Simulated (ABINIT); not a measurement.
# CsH (Fm-3m): G0W0 in ABINIT against the exchange cutoff, part 2 of 2

Aim: move the exchange cutoff of a G0W0 run on CsH (Fm-3m) over a wide range.

ABINIT 10.8.3; LDA and many-body steps on it, plane waves. Known limits of the many-body steps: not at the basis limit; no spin-orbit coupling.

So far. Step 2 (Screening, 4×4×4 mesh, 31 bands, screening to 106.1 eV): Local fields lower ε∞ by 14 %.

The database entry behind the starting cell differs from later determinations by our own check (0.1 to 0.3 % short, probably kX units), so it need not match the best structure at ambient conditions.

## 5. 12.4 Ha

Level of this step: G0W0 on LDA, plane waves, norm-conserving pseudopotentials (ABINIT).

The self-energy is evaluated for the states that the input lists, and the levels follow from it, in one-shot runs by the linearised quasiparticle equation.

The input, run.abi:

```
acell 3*1.0 Angstrom
rprim 
  -0.000000000000 3.188000000000 3.188000000000
  3.188000000000 -0.000000000000 3.188000000000
  3.188000000000 3.188000000000 -0.000000000000
ntypat 2
znucl 55 1
natom 2
typat 1 2
xred 
  0.000000000000 0.000000000000 0.000000000000
  0.500000000000 0.500000000000 0.500000000000
pp_dirpath "pseudos"
pseudos "Cs.upf, H.upf"
ecut 31
ngkpt 4 4 4
nshiftk 1
shiftk 0 0 0
kptopt 1
chksymbreak 0
istwfk *1
occopt 1
irdwfk 1
optdriver 4
nband 31
gwcalctyp 0
ecutsigx 12.4
symsigma 1
nkptgw 2
kptgw 
  0.5000000000 0.0000000000 0.0000000000
  0.0000000000 0.0000000000 0.0000000000
bdgw 
  3 8
  2 8
ecuteps 3.9
irdscr 1
ppmodel 1
indata_prefix "in"
outdata_prefix "out"
tmpdata_prefix "tmp"
```

Launch:

```console
> OMP_NUM_THREADS=1 mpirun -n 4 abinit run.abi > log
```

Log:

```text
.Version 10.8.3 of ABINIT. v10.8.2 released Aug 2026.

 Symmetries : space group Fm -3 m (#225); Bravais cF (face-center cubic)
[... echo of the input left out ...]
== DATASET  1 ==================================================================
-   mpi_nproc: 4, omp_nthreads: 1 (-1 if OMP is not activated)

--- !DatasetInfo
iteration_state: {dtset: 1, }
dimensions: {natom: 2, nkpt: 8, mband: 31, nsppol: 1, nspinor: 1, nspden: 1, mpw: 3647, }
cutoff_energies: {ecut:  31.0, pawecutdg:  -1.0, }
[...]
Band     E0 <VxcDFT>   SigX SigC(E0)      Z dSigC/dE  Sig(E)    E-E0       E
[...]
7   6.764  -8.085  -3.323  -2.999   0.821  -0.218  -6.638   1.447   8.211
        8   6.764  -8.085  -3.323  -2.999   0.821  -0.218  -6.638   1.447   8.211

== END DATASET(S) ==============================================================
================================================================================

 -outvars: echo values of variables after computation  --------
           etotal      0.0000000000E+00
            nband          31
             nkpt           8
          spgroup         225
 [... the other variables as echoed above ...]

 Calculation completed.
```

It took 3.6 s on 4 MPI ranks of Arm Neoverse V2, shared host; peak memory 0.55 GiB; 14 s of CPU time.

Numbers from this step:

| Item | Value |
| --- | --- |
| G0W0 gap on the points computed | 3.954 eV |
| starting gap on the mesh | 1.956 eV |
| k of the valence top | 0.5, 0, 0 |
| k of the conduction bottom | 0.5, 0, 0 |
| least direct G0W0 gap on the computed points | 3.954 eV |

The gap on the mesh goes from 1.96 eV to 3.95 eV, a correction of +2.00 eV.

## 6. 21.7 Ha

run.abi: that of step 5 with these lines changed.

```diff
@@ -26,3 +26,3 @@
 gwcalctyp 0
-ecutsigx 12.4
+ecutsigx 21.7
 symsigma 1
```

Log:

```text
.Version 10.8.3 of ABINIT. v10.8.2 released Aug 2026.

 Symmetries : space group Fm -3 m (#225); Bravais cF (face-center cubic)
[... echo of the input left out ...]
== DATASET  1 ==================================================================
-   mpi_nproc: 4, omp_nthreads: 1 (-1 if OMP is not activated)

--- !DatasetInfo
iteration_state: {dtset: 1, }
dimensions: {natom: 2, nkpt: 8, mband: 31, nsppol: 1, nspinor: 1, nspden: 1, mpw: 3647, }
cutoff_energies: {ecut:  31.0, pawecutdg:  -1.0, }
[...]
Band     E0 <VxcDFT>   SigX SigC(E0)      Z dSigC/dE  Sig(E)    E-E0       E
[...]
7   6.764  -8.085  -3.323  -2.999   0.821  -0.218  -6.638   1.447   8.211
        8   6.764  -8.085  -3.323  -2.999   0.821  -0.218  -6.638   1.447   8.211

== END DATASET(S) ==============================================================
================================================================================

 -outvars: echo values of variables after computation  --------
           etotal      0.0000000000E+00
            nband          31
             nkpt           8
          spgroup         225
 [... the other variables as echoed above ...]

 Calculation completed.
```

It took 3.7 s on 4 MPI ranks; peak memory 0.62 GiB.

This step gave:

```yaml
g0w0_gap_on_the_points_computed: 3.955 eV
starting_gap_on_the_mesh: 1.956 eV
k_of_the_valence_top: 0.5, 0, 0
k_of_the_conduction_bottom: 0.5, 0, 0
least_direct_g0w0_gap_on_the_computed_points: 3.955 eV
```

Against the run before, the gap moves by +0.001 eV.

## 7. 31 Ha

run.abi: that of step 6 with these lines changed.

```diff
@@ -26,3 +26,3 @@
 gwcalctyp 0
-ecutsigx 21.7
+ecutsigx 31
 symsigma 1
```

Log:

```text
.Version 10.8.3 of ABINIT. v10.8.2 released Aug 2026.

 Symmetries : space group Fm -3 m (#225); Bravais cF (face-center cubic)
[... echo of the input left out ...]
== DATASET  1 ==================================================================
-   mpi_nproc: 4, omp_nthreads: 1 (-1 if OMP is not activated)

--- !DatasetInfo
iteration_state: {dtset: 1, }
dimensions: {natom: 2, nkpt: 8, mband: 31, nsppol: 1, nspinor: 1, nspden: 1, mpw: 3647, }
cutoff_energies: {ecut:  31.0, pawecutdg:  -1.0, }
[...]
Band     E0 <VxcDFT>   SigX SigC(E0)      Z dSigC/dE  Sig(E)    E-E0       E
[...]
7   6.764  -8.085  -3.323  -2.999   0.821  -0.218  -6.638   1.447   8.211
        8   6.764  -8.085  -3.323  -2.999   0.821  -0.218  -6.638   1.447   8.211

== END DATASET(S) ==============================================================
================================================================================

 -outvars: echo values of variables after computation  --------
           etotal      0.0000000000E+00
            nband          31
             nkpt           8
          spgroup         225
 [... the other variables as echoed above ...]

 Calculation completed.
```

Run time: 3.9 s. Hardware: 4 MPI ranks; peak memory 0.54 GiB; 15 s of CPU time.

Numbers from this step:

| Item | Value |
| --- | --- |
| G0W0 gap on the points computed | 3.955 eV |
| starting gap on the mesh | 1.956 eV |
| k of the valence top | 0.5, 0, 0 |
| k of the conduction bottom | 0.5, 0, 0 |
| least direct G0W0 gap on the computed points | 3.955 eV |

Against the run before, the gap moves by +0.000 eV.

## 8. Side by side

Times are wall times on 4 MPI ranks of Arm Neoverse V2, shared host, good to a factor of about two. A run's time includes the screening step that it read.

| run | mesh | bands | screening cutoff (eV) | DFT gap (eV) | gap on the mesh (eV) | direct (eV) | ε∞ used | time |
| --- | --- | --- | --- | --- | --- | --- | --- | --- |
| 3.1 Ha | 4×4×4 | 31 | 106.1 | 1.956 | 3.890 | 3.890 | 3.24 | 7.5 s |
| 6.2 Ha | 4×4×4 | 31 | 106.1 | 1.956 | 3.948 | 3.948 | 3.24 | 8.3 s |
| 12.4 Ha | 4×4×4 | 31 | 106.1 | 1.956 | 3.954 | 3.954 | 3.24 | 8.3 s |
| 21.7 Ha | 4×4×4 | 31 | 106.1 | 1.956 | 3.955 | 3.955 | 3.24 | 8.4 s |
| 31 Ha | 4×4×4 | 31 | 106.1 | 1.956 | 3.955 | 3.955 | 3.24 | 8.6 s |

## 9. Outcome

```
3.1 Ha       : 3.890 eV
6.2 Ha       : 3.948 eV
12.4 Ha      : 3.954 eV
21.7 Ha      : 3.955 eV
31 Ha        : 3.955 eV
known limits : not at the basis limit; no spin-orbit coupling
```

The setting moved: exchange cutoff. From 3.1 Ha to 31 Ha the gap moves by +0.06 eV. It holds to 0.03 eV from 6.2 Ha on. Bands and screening cutoff are coupled, so a series along one setting does not show full convergence. Below the screening cutoff the correlation part is cut too. Bands and cutoff are finite, so the gap is not at the basis limit. The miss can reach some tenths of an eV and take either sign; the mesh is an error of its own. In the first G0W0 run levels were corrected at 2 k points alone, so a gap called «on the mesh» is the least over those, and an edge elsewhere would be missed. The many-body steps are scalar-relativistic: spin-orbit coupling is not in them.

[Paths, hosts, dates, memory and timing lines, banners, echoed tables and standing remarks are left out of the program output.]

[Logs are printed without paths, hosts, clocks, repeated set-up lines and the standing remarks that a program may print on its own settings, such as how far it seeks lower states.]

[Runs of the session that timed out or met a known fault of the program may be left out.]

[No measured gap is set beside runs whose start may be inverted or whose files or cutoffs have a known fault.]

[Hosts, paths, dates, database ids (printed as entryN), source tags and the programs' standing remarks are cut or masked in the printed files.]

[G0W0 gaps are taken among the corrected bands and points alone; a level outside them can change the order at an edge.]

[Where Ansatz stands beside ABINIT at settings called matched, ABINIT's density can come from a denser mesh and the files from another edition; pairs whose starting gaps differed by over 0.03 eV were left out, so agreement reads better than it is.]
